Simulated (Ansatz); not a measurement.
# How fast states decay through SrTlI3

Aim: relax a made-up compound, SrTlI3, and see how good a tunnel barrier it would be. It is built by putting Sr for Ca, Tl for K in the KCaI3 structure of space group Cmcm, with the volume rescaled by atomic radii. The parent structure comes from the Materials Project.

Program: Ansatz 0.2.0. Level of theory: r2SCAN DFT, plane waves, PAW files, in the first sound run; inputs show where later runs differ. Results are calculated unless marked as measured.

The structure was built from a prototype and need not be the compound's stable phase.

### Step 1. The starting structure

The structure is orthorhombic, space group Cmcm (No. 63). The conventional cell has a = 4.457 Å, b = 14.728 Å, c = 11.333 Å, α = 90.00°, β = 90.00°, γ = 90.00°. Nearest to Tl lie 6 I at 3.42 to 3.54 Å. Nearest to Sr lie 6 I at 3.04 to 3.06 Å. Nearest to I lie 2 Sr at 3.06 Å and 2 Tl at 3.54 Å. Nearest to I lie 2 Sr at 3.04 Å and 2 Tl at 3.42 Å. It derives from KCaI3. Sr for Ca, Tl for K in the KCaI3 structure of space group Cmcm. Farther neighbours and most contacts between anions are not listed.

### Step 2. Relaxing the new crystal

The substituted atoms don't fit the parent's cell, so cell and atoms relax together. A small smearing keeps the run stable in case the gap closes on the way.

input.yaml

```yaml
crystal:
  lattice:
    - [2.2284450036, -7.3639348328, 0.0]
    - [2.2284450036, 7.3639348328, 0.0]
    - [0.0, 0.0, 11.3333434033]
  atoms:
    - { symbol: Tl, position: [0.24948358, 0.75051642, 0.25] }
    - { symbol: Tl, position: [0.75051642, 0.24948358, 0.75] }
    - { symbol: Sr, position: [0.0, 0.0, 0.0] }
    - { symbol: Sr, position: [0.0, 0.0, 0.5] }
    - { symbol: I, position: [0.63585905, 0.36414095, 0.05704685] }
    - { symbol: I, position: [0.36414095, 0.63585905, 0.94295315] }
    - { symbol: I, position: [0.36414095, 0.63585905, 0.55704685] }
    - { symbol: I, position: [0.63585905, 0.36414095, 0.44295315] }
    - { symbol: I, position: [0.9252072, 0.0747928, 0.25] }
    - { symbol: I, position: [0.0747928, 0.9252072, 0.75] }
kpoints:
  mp_grid: { grid: [6, 6, 2] }
scf:
  occupations: { method: gaussian, width: 0.03 }
hamiltonian:
  xc: r2scan
output:
  forces: true
  stress: true
relax:
  f_tol: 0.02
  max_steps: 60
  cell: {}
```

Command:

```console
ansatz run input.yaml --threads 2 --pin off --max-ram 4096MiB --backend cpu --events-out ev --progress --plain --runs-dir out
```

Numbers of over 12 decimals in the logs are rounded to 6 here.

What it wrote:

```text
Engine: ansatz 0.2.0, aarch64-unknown-linux-gnu
Pseudopotentials: kind: paw
Pseudopotential: Tl, paw, valence charge 13, recommended cutoff 500 eV (meta_gga), Tl.paw.azcp
Pseudopotential: Sr, paw, valence charge 10, recommended cutoff 500 eV (meta_gga), Sr.paw.azcp
Pseudopotential: I, paw, valence charge 17, recommended cutoff 500 eV (meta_gga), I.paw.azcp
Functional definition: r2SCAN
  parameter k0 = 0.174
  parameter k1 = 0.065
  parameter a1 = 4.9479
  exchange = r2scan_x(k0 = k0, k1 = k1, a1 = a1)
  correlation = r2scan_c
Crystal: 10 atoms, lattice volume = 371.963 Å³
Basis set: ecut = 500 eV, 9407 PW (Γ), exchange–correlation on 240×240×360 points (64 copies of the dense FFT grid, shifted against one another)
Bands: 89, of which v1, the nominal top of the filled ones, is band 74 counted from 1 (73 counted from 0)
Symmetry: 8 space group operations
Space group: Cmcm (ITA 63), of the structure as read, at distance tolerance 7.2e-5 Å
k-points: 26 of 72
Non-local potential: Tl, projectors of the file, l = 0: 2, l = 1: 2, l = 2: 2, l = 3: 1
Non-local potential: Sr, projectors of the file, l = 0: 3, l = 1: 2, l = 2: 2
Non-local potential: I, projectors of the file, l = 0: 2, l = 1: 2, l = 2: 2, l = 3: 2
PAW form: soft (Blöchl's): semilocal exchange-correlation on the pseudo side does not see the compensation charge
PAW frozen core: Tl, regenerated for the run's functional (the file was generated under x = pbe(κ = 0.804, μ = 0.219515), c = pbe(β = 0.066725))
PAW frozen core: Sr, regenerated for the run's functional (the file was generated under x = pbe(κ = 0.804, μ = 0.219515), c = pbe(β = 0.066725))
PAW frozen core: I, regenerated for the run's functional (the file was generated under x = pbe(κ = 0.804, μ = 0.219515), c = pbe(β = 0.066725))
PAW one-centre angular grid: Tl, 590 points (default); XC on 160 Gauss nodes
PAW one-centre angular grid: Sr, 302 points (default); XC on 160 Gauss nodes
PAW one-centre angular grid: I, 590 points (default); XC on 160 Gauss nodes
Initial density: superposition of atomic densities (neutral atoms: chi_scale 0, normalization atom), corrected by the library's trained network
Initial wavefunctions: pseudopotential atomic-orbital guess
Functional: x = r2scan, c = r2scan; τ floored in thin density (d = 2e-4 eV/Å³)
SCF iter   1: F=—  HF=-75209.113671 eV  |F-HF|=—  |Δ(HF+E_count)|=         —  Δρ=4.02e-3  dr2=6.54e-2  dr2_τ=2.49e-2  ethr=1.77e-3  ⟨swp⟩=10.6  Hψ=12234  notcnv=0  defer=15
preconditioner: auto → Resta (q_TF=auto, 2.340 Å⁻¹)  ε∞=2.9  [insulator: Δε(μ)=3.661 eV  Ē_g=12.909 eV  σ=0.030 eV  W_gap=1.00  n_scr=80 (ndim 8)  ℏωp=17.6 eV  f_vac=0.036  D(μ)=0.00/eV (n_scr^D=0)  ε∞_Penn≈2.9]
SCF iter   2: F=—  HF=-75209.224713 eV  |F-HF|=—  |Δ(HF+E_count)|=   1.11e-1  Δρ=1.74e-3  dr2=9.36e-3  dr2_τ=1.25e-3  ethr=4.42e-5  ⟨swp⟩=3.2  Hψ=4209  notcnv=0  defer=210
SCF iter   3: F=—  HF=-75209.224632 eV  |F-HF|=—  |Δ(HF+E_count)|=   8.07e-5  Δρ=4.97e-4  dr2=1.06e-3  dr2_τ=6.95e-5  ethr=6.33e-6  ⟨swp⟩=2.1  Hψ=4188  notcnv=0  defer=132
automatic band count: iteration 3 solves 86 bands in place of 89: the levels show a gap, and the empty bands left out lie too high to hold charge; the band table lists the bands solved (type scf.n_extra_bands for more)
SCF iter   4: F=—  HF=-75209.224933 eV  |F-HF|=—  |Δ(HF+E_count)|=   3.00e-4  Δρ=1.94e-4  dr2=1.20e-4  dr2_τ=9.60e-6  ethr=7.14e-7  ⟨swp⟩=2.0  Hψ=3040  notcnv=0  defer=132
SCF iter   5: F=—  HF=-75209.225002 eV  |F-HF|=—  |Δ(HF+E_count)|=   6.99e-5  Δρ=3.87e-5  dr2=5.42e-6  dr2_τ=3.72e-7  ethr=8.11e-8  ⟨swp⟩=2.0  Hψ=3248  notcnv=0  defer=132
SCF iter   6: F=—  HF=-75209.225119 eV  |F-HF|=—  |Δ(HF+E_count)|=   1.16e-4  Δρ=1.02e-5  dr2=3.37e-7  dr2_τ=3.15e-8  ethr=3.66e-9  ⟨swp⟩=2.0  Hψ=3248  notcnv=0  defer=132
SCF iter   7: F=-75209.225119 eV  HF=-75209.225119 eV  |F-HF|=1.56e-8  |Δ(HF+E_count)|=   5.46e-8  Δρ=2.81e-6  dr2=4.16e-8  dr2_τ=1.12e-9  ethr=6.76e-11  ⟨swp⟩=5.8  Hψ=9130  notcnv=0
SCF 1 converged in 7 iterations: F = -75209.225119 eV  dr2 = 4.16e-8
  greatest PAW one-centre occupation: 0.999 electrons in one spin orbital (limit 2), on the I atom at site 9 (counted from 0), in its partial waves of l = 2
relax step   1: F+E_penalty+E_count = -75209.22511890 eV  Δ(F+E_penalty+E_count) = +0.000e0 eV  max|allowed force component| = 9.518e-1 eV/Å  Δτ_max = 0.0000 Å  P = +5.363 GPa  Ω = 371.963 Å³  (7 SCF iters, dr2 threshold 1.00e-7 eV, accepted)
Crystal: 10 atoms, lattice volume = 422.687 Å³
Basis set: ecut = 500 eV, 10801 PW (Γ), exchange–correlation on 240×240×360 points (64 copies of the dense FFT grid, shifted against one another)
Initial density: handed on by an earlier stage of this run
Initial wavefunctions: those handed on with the density
iter 1 solved again at ethr=3.62e-4 eV; its pass at ethr=3.10e-3 eV (dr2=5.36e-1 eV) is discarded
SCF iter   1: F=—  HF=-75206.947144 eV  |F-HF|=—  |Δ(HF+E_count)|=         —  Δρ=7.55e-3  dr2=5.40e-1  dr2_τ=1.86e0  ethr=3.62e-4  ⟨swp⟩=2.2  Hψ=12114  notcnv=0
automatic band count: iteration 1 solves 86 bands in place of 89: the levels show a gap, and the empty bands left out lie too high to hold charge; the band table lists the bands solved (type scf.n_extra_bands for more)
preconditioner: auto → Resta (q_TF=auto, 2.291 Å⁻¹)  ε∞=2.9  [insulator: Δε(μ)=3.739 eV  Ē_g=12.147 eV  σ=0.030 eV  W_gap=1.00  n_scr=88 (ndim 8)  ℏωp=16.6 eV  f_vac=0.087  D(μ)=0.00/eV (n_scr^D=0)  ε∞_Penn≈2.9]
SCF iter   2: F=—  HF=-75210.339627 eV  |F-HF|=—  |Δ(HF+E_count)|=    3.39e0  Δρ=4.28e-3  dr2=1.50e-1  dr2_τ=1.48e-3  ethr=3.62e-4  ⟨swp⟩=5.0  Hψ=4365  notcnv=0
SCF iter   3: F=—  HF=-75210.290101 eV  |F-HF|=—  |Δ(HF+E_count)|=   4.95e-2  Δρ=1.58e-3  dr2=1.84e-2  dr2_τ=1.47e-3  ethr=1.01e-4  ⟨swp⟩=4.1  Hψ=4305  notcnv=0  defer=133
SCF iter   4: F=—  HF=-75210.286596 eV  |F-HF|=—  |Δ(HF+E_count)|=   3.50e-3  Δρ=5.68e-4  dr2=2.03e-3  dr2_τ=8.72e-5  ethr=1.25e-5  ⟨swp⟩=3.1  Hψ=3625  notcnv=0  defer=133
SCF iter   5: F=—  HF=-75210.286828 eV  |F-HF|=—  |Δ(HF+E_count)|=   2.32e-4  Δρ=1.72e-4  dr2=1.79e-4  dr2_τ=9.22e-6  ethr=1.37e-6  ⟨swp⟩=2.0  Hψ=3247  notcnv=0  defer=133
SCF iter   6: F=—  HF=-75210.287007 eV  |F-HF|=—  |Δ(HF+E_count)|=   1.79e-4  Δρ=4.73e-5  dr2=1.50e-5  dr2_τ=4.36e-7  ethr=1.21e-7  ⟨swp⟩=2.0  Hψ=4154  notcnv=0  defer=133
SCF iter   7: F=—  HF=-75210.287010 eV  |F-HF|=—  |Δ(HF+E_count)|=   2.73e-6  Δρ=1.47e-5  dr2=1.05e-6  dr2_τ=1.04e-7  ethr=1.02e-8  ⟨swp⟩=2.0  Hψ=4027  notcnv=0  defer=133
[...]
Basis set: ecut = 500 eV, 11005 PW (Γ), exchange–correlation on 240×240×360 points (64 copies of the dense FFT grid, shifted against one another)
iter 1 solved again at ethr=4.41e-5 eV; its pass at ethr=3.10e-3 eV (dr2=6.52e-2 eV) is discarded
SCF iter   1: F=—  HF=-75210.123122 eV  |F-HF|=—  |Δ(HF+E_count)|=         —  Δρ=3.11e-3  dr2=6.91e-2  dr2_τ=2.98e-1  ethr=4.41e-5  ⟨swp⟩=3.2  Hψ=11773  notcnv=0
automatic band count: iteration 1 solves 86 bands in place of 89: the levels show a gap, and the empty bands left out lie too high to hold charge; the band table lists the bands solved (type scf.n_extra_bands for more)
preconditioner: auto → Resta (q_TF=auto, 2.282 Å⁻¹)  ε∞=2.8  [insulator: Δε(μ)=3.787 eV  Ē_g=12.210 eV  σ=0.030 eV  W_gap=1.00  n_scr=88 (ndim 8)  ℏωp=16.4 eV  f_vac=0.078  D(μ)=0.00/eV (n_scr^D=0)  ε∞_Penn≈2.8]
SCF iter   2: F=—  HF=-75210.348142 eV  |F-HF|=—  |Δ(HF+E_count)|=   2.25e-1  Δρ=1.23e-3  dr2=6.36e-3  dr2_τ=2.61e-4  ethr=4.41e-5  ⟨swp⟩=4.0  Hψ=3986  notcnv=0
SCF iter   3: F=—  HF=-75210.347657 eV  |F-HF|=—  |Δ(HF+E_count)|=   4.85e-4  Δρ=6.63e-4  dr2=1.36e-3  dr2_τ=2.27e-5  ethr=4.30e-6  ⟨swp⟩=2.0  Hψ=3332  notcnv=0
SCF iter   4: F=—  HF=-75210.347635 eV  |F-HF|=—  |Δ(HF+E_count)|=   2.22e-5  Δρ=1.35e-4  dr2=1.16e-4  dr2_τ=4.95e-6  ethr=9.16e-7  ⟨swp⟩=2.0  Hψ=3109  notcnv=0
SCF iter   5: F=—  HF=-75210.347775 eV  |F-HF|=—  |Δ(HF+E_count)|=   1.40e-4  Δρ=3.76e-5  dr2=7.34e-6  dr2_τ=2.53e-7  ethr=7.81e-8  ⟨swp⟩=2.0  Hψ=3588  notcnv=0
SCF iter   6: F=-75210.347779 eV  HF=-75210.347779 eV  |F-HF|=8.16e-8  |Δ(HF+E_count)|=   3.42e-6  Δρ=1.14e-5  dr2=4.54e-7  dr2_τ=3.98e-8  ethr=6.76e-10  ⟨swp⟩=5.0  Hψ=8446  notcnv=0
SCF 3 converged in 6 iterations: F = -75210.347779 eV  dr2 = 4.54e-7
  greatest PAW one-centre occupation: 0.998 electrons in one spin orbital (limit 2), on the I atom at site 9 (counted from 0), in its partial waves of l = 2
relax step   3: F+E_penalty+E_count = -75210.34777882 eV  Δ(F+E_penalty+E_count) = -6.077e-2 eV  max|allowed force component| = 7.195e-2 eV/Å  Δτ_max = 0.0681 Å  P = +0.126 GPa  Ω = 431.930 Å³  energy of the carried Pulay correction = -6.970e-3 eV  (6 SCF iters, dr2 threshold 1.00e-6 eV, accepted)
[...]
relax step   4: F+E_penalty+E_count = -75210.35448623 eV  Δ(F+E_penalty+E_count) = -6.707e-3 eV  max|allowed force component| = 3.118e-2 eV/Å  Δτ_max = 0.0275 Å  P = +0.027 GPa  Ω = 435.787 Å³  energy of the carried Pulay correction = -7.384e-3 eV  (6 SCF iters, dr2 threshold 3.24e-7 eV, accepted)
[...]
relax step   5: F+E_penalty+E_count = -75210.35545863 eV  Δ(F+E_penalty+E_count) = -9.724e-4 eV  max|allowed force component| = 8.117e-3 eV/Å  Δτ_max = 0.0291 Å  P = -0.003 GPa  Ω = 437.252 Å³  energy of the carried Pulay correction = -7.539e-3 eV  (7 SCF iters, dr2 threshold 6.08e-8 eV, accepted)
Initial wavefunctions: pseudopotential atomic-orbital guess (no wavefunctions were taken with the density)
iter 1 solved again at ethr=7.25e-7 eV; its pass at ethr=3.10e-3 eV (dr2=1.07e-3 eV) is discarded
SCF iter   1: F=—  HF=-75210.358715 eV  |F-HF|=—  |Δ(HF+E_count)|=         —  Δρ=2.98e-4  dr2=1.95e-5  dr2_τ=7.16e-5  ethr=7.25e-7  ⟨swp⟩=4.0  Hψ=18771  notcnv=0
preconditioner: auto → Resta (q_TF=auto, 2.278 Å⁻¹)  ε∞=2.7  [insulator: Δε(μ)=3.811 eV  Ē_g=12.559 eV  σ=0.030 eV  W_gap=1.00  n_scr=88 (ndim 8)  ℏωp=16.3 eV  f_vac=0.080  D(μ)=0.00/eV (n_scr^D=0)  ε∞_Penn≈2.7]
SCF iter   2: F=—  HF=-75210.364722 eV  |F-HF|=—  |Δ(HF+E_count)|=   6.01e-3  Δρ=1.51e-4  dr2=4.73e-6  dr2_τ=2.82e-5  ethr=1.32e-8  ⟨swp⟩=2.0  Hψ=4107  notcnv=0
SCF iter   3: F=—  HF=-75210.365252 eV  |F-HF|=—  |Δ(HF+E_count)|=   5.30e-4  Δρ=1.36e-5  dr2=2.04e-7  dr2_τ=1.60e-7  ethr=3.20e-9  ⟨swp⟩=2.1  Hψ=3548  notcnv=0
SCF iter   4: F=—  HF=-75210.365255 eV  |F-HF|=—  |Δ(HF+E_count)|=   2.85e-6  Δρ=2.10e-6  dr2=9.10e-9  dr2_τ=1.19e-9  ethr=1.38e-10  ⟨swp⟩=2.0  Hψ=4041  notcnv=0
SCF iter   5: F=—  HF=-75210.365255 eV  |F-HF|=—  |Δ(HF+E_count)|=   2.90e-9  Δρ=4.54e-7  dr2=4.10e-10  dr2_τ=2.18e-10  ethr=6.15e-12  ⟨swp⟩=2.0  Hψ=3677  notcnv=0
SCF iter   6: F=-75210.365255 eV  HF=-75210.365255 eV  |F-HF|=2.91e-11  |Δ(HF+E_count)|=   2.72e-9  Δρ=1.02e-7  dr2=7.12e-11  dr2_τ=2.16e-12  ethr=1.00e-12  ⟨swp⟩=6.0  Hψ=9489  notcnv=0
SCF 6 converged in 6 iterations: F = -75210.365255 eV  dr2 = 7.12e-11
relax step   6: F+E_penalty+E_count = -75210.36525529 eV  Δ(F+E_penalty+E_count) = -9.797e-3 eV  max|allowed force component| = 8.068e-3 eV/Å  Δτ_max = 0.0000 Å  P = +0.006 GPa  Ω = 437.252 Å³  stress off target by 2.85e-2 GPa  SCF on the basis re-selected at this cell (its energy is not comparable with the rows above)  (6 SCF iters)
basis re-selected at this cell: Δ(F+E_penalty+E_count) = -9.797e-3 eV, ΔP = +0.009 GPa vs the last step (what re-selecting the basis moved, of the pressure what is left beyond the Pulay correction that the steps carried, after the strain that the cell walked since its last selection, with what the two solves' SCF thresholds leave and, on support functions, any second-order correction that the steps lacked; it is no m [...]
SCF converged after 6 iterations
Free energy (F): -75210.365255 eV
Harris-Foulkes:  -75210.365255 eV  (|F-HF|=2.91e-11)
Internal energy: -75210.365255 eV  (E = F + TS)
E sigma→0 (E₀):  -75210.365255 eV
Fermi energy:    5.650053 eV
--- Per-component energies (eV) ---
  E_band       = -2822.291441
  E_kinetic    = 2283.694348
  E_local      = -16348.910724  (includes V_loc(G=0)·N_el)
  E_nonlocal   = 497.599040
  E_hartree    = 7682.653285
  E_xc         = -1490.142321
  E_vxc        = -1506.504635  (∫ρ·V_xc dr)
  E_paw        = -54845.543326  (= ΣΔE_a)
  E_vpaw       = -3205.920691  (= ΣTr[D̂ρ^β])
  E_aug_tail   = -0.000153  (compensation charges beyond the density's cutoff)
  E_vtau       = 92.444630  (kinetic-family band-sum trace: ∫τ·v_τ [+ j·A + Jᵃ·Aᵃ] dr)
  E_ewald      = -12991.941170
  E_core_change = 2.225767  (= ΣΔE_core)
  E_smearing   = -0.000000  (= −TS)
  E_closure    = -0.000000  (closes the sum)
  Σ components = -75210.365255   (vs F -75210.365255, Δ=0.00e0)
--- Forces (eV/Å), atoms counted from 1 ---
  atom   1  Tl     0.00000000     0.00105729     0.00000000
  atom   2  Tl     0.00000000    -0.00105729     0.00000000
  atom   3  Sr     0.00000000     0.00000000     0.00000000
  atom   4  Sr     0.00000000    -0.00000000    -0.00000000
  atom   5  I      0.00000000     0.00088111    -0.00802152
  atom   6  I      0.00000000    -0.00088111     0.00802152
  atom   7  I      0.00000000    -0.00088111    -0.00802152
  atom   8  I      0.00000000     0.00088111     0.00802152
  atom   9  I      0.00000000     0.00806830     0.00000000
  atom  10  I      0.00000000    -0.00806830     0.00000000
  max |Σ_I F_I| component: 1.30e-18 eV/Å
--- Stress (GPa, compression-positive) ---
       -0.021778       0.000000       0.000000
        0.000000       0.028521       0.000000
        0.000000       0.000000       0.011456
  P = ⅓ Tr σ = 0.0061 GPa (0.061 kbar)
--- Relaxed structure (5 steps of the walk, 5 accepted, 1 SCFs on fresh bases) ---
  F+E_penalty+E_count = -75210.36525529 eV   max|allowed force component| = 8.068e-3 eV/Å   (the final SCF, on the basis selected at the relaxed cell)
  cell:  # Å, volume = 437.2519 Å³
    - [2.375176, -7.672473, 0.0]
    - [2.375176, 7.672473, 0.0]
    - [0.0, 0.0, 11.996942]
  atoms:
    - { symbol: Tl, position: [0.251527, 0.748473, 0.25] }
    - { symbol: Tl, position: [0.748473, 0.251527, 0.750000] }
    - { symbol: Sr, position: [1.8845614637979713e-19, -1.884561463797975e-19, 0] }
    - { symbol: Sr, position: [1.8845614637979713e-19, -1.884561463797975e-19, 0.5] }
    - { symbol: I, position: [0.640736, 0.359264, 0.060990] }
    - { symbol: I, position: [0.359264, 0.640736, 0.939010] }
    - { symbol: I, position: [0.359264, 0.640736, 0.560990] }
    - { symbol: I, position: [0.640736, 0.359264, 0.439010] }
    - { symbol: I, position: [0.916172, 0.083828, 0.25] }
    - { symbol: I, position: [0.083828, 0.916172, 0.750000] }
```

The job ended after 4 min (2 threads of Arm Neoverse V2, shared host; peak memory 2.6 GiB).

Relaxation path:

| step | energy less that of the first step (eV) | largest force component (eV/Å) | pressure (GPa) | volume (Å³) |
| --- | --- | --- | --- | --- |
| 1 | 0.0000 | 0.9518 | 5.36 | 371.96 |
| 2 | -1.0619 | 0.2577 | 0.41 | 422.69 |
| 3 | -1.1227 | 0.0719 | 0.13 | 431.93 |
| 4 | -1.1294 | 0.0312 | 0.03 | 435.79 |
| 5 | -1.1303 | 0.0081 | 0.00 | 437.25 |
| 6* | -1.1401 | 0.0081 | 0.01 | 437.25 |

Relaxation steps marked * repeat the geometry before them on a plane-wave basis chosen anew for their cell, so energy and pressure can jump there.

The run keeps the 8 symmetry operations that it works with, so distortions that break them were not tested.

| conventional cell, symmetrised | before | after | change |
| --- | --- | --- | --- |
| a (Å) | 4.457 | 4.750 | +6.6 % |
| b (Å) | 14.728 | 15.345 | +4.2 % |
| c (Å) | 11.333 | 11.997 | +5.9 % |
| volume (Å³/atom) | 37.20 | 43.73 | +17.6 % |

The atoms that moved most (Å, as changes of fractional coordinates times the final cell):

| atom | dx | dy | dz | length |
| --- | --- | --- | --- | --- |
| I10 | 0.000 | -0.139 | 0.000 | 0.139 |
| I9 | 0.000 | 0.139 | 0.000 | 0.139 |
| I7 | 0.000 | 0.075 | 0.047 | 0.089 |
| I8 | 0.000 | -0.075 | -0.047 | 0.089 |
| I5 | 0.000 | -0.075 | 0.047 | 0.089 |
| I6 | 0.000 | 0.075 | -0.047 | 0.089 |
| Tl2 | 0.000 | 0.031 | 0.000 | 0.031 |
| Tl1 | 0.000 | -0.031 | 0.000 | 0.031 |

Numbers from this step:

| Quantity | Value |
| --- | --- |
| free energy | -75210.3653 eV |
| Fermi energy | 5.650 eV |
| pressure | 0.006066 GPa |

The largest force component on a free atom ends at 0.0081 eV/Å.

(Part 1 of 2 ends here.)

[Logs are printed without paths, hosts, clocks, repeated set-up lines and the standing remarks that a program may print on its own settings, such as how far it seeks lower states.]

[Hosts, paths, dates, database ids (printed as entryN), source tags and the programs' standing remarks are cut or masked in the printed files.]
